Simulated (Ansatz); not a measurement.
Planning a run of Ansatz 0.2.0 on NaCl (Halite). The input:

```yaml
crystal:
  lattice:
    - [0.0, 2.82005, 2.82005]
    - [2.82005, 0.0, 2.82005]
    - [2.82005, 2.82005, 0.0]
  atoms:
    - { symbol: Na, position: [0.0, 0.0, 0.0] }
    - { symbol: Cl, position: [0.5, 0.5, 0.5] }
kpoints:
  mp_grid: { grid: [6, 6, 6] }
hamiltonian:
  xc: pbe
scf:
  occupations: { method: fixed }
gw:
  n_empty_bands: 133
  ecut_chi: 120
  qp_bands: [v2, c2]
  qp_kpoints: band_edges
  screening: { model: contour_deformation }
```

```sh
ansatz run input.yaml --threads 3 --pin off --max-ram 92160MiB --backend cuda --events-out ev --progress --plain --runs-dir out --devices 1 --max-vram 13GiB
```

Q: How long will it take on 1 × NVIDIA H100 80GB HBM3 (shared by 6 runs) with 3 threads of AMD EPYC 7R13 (Zen 3), shared host, and how much memory?

It took 17 s; on shared hardware allow 8.5 s to 34 s. Peak host memory was 1.1 GiB. The sizes that set the cost: 893 plane waves a state, 16 irreducible k points, 141 bands summed, 137 plane waves in the screening and 8 SCF cycles.

The screening grows as filled bands × empty bands × pairs of k points, times the square of the screening basis for the matrix.

[Paths, hosts, dates, memory and timing lines, banners, echoed tables and standing remarks are left out of the program output.]

[Logs are printed without paths, hosts, clocks, repeated set-up lines and the standing remarks that a program may print on its own settings, such as how far it seeks lower states.]

[Runs of the session that timed out or met a known fault of the program may be left out.]

[Cells called generated may have been cut or substituted from an entry of the Crystallography Open Database or the Materials Project.]

[Hosts, paths, dates, database ids (printed as entryN), source tags and the programs' standing remarks are cut or masked in the printed files.]
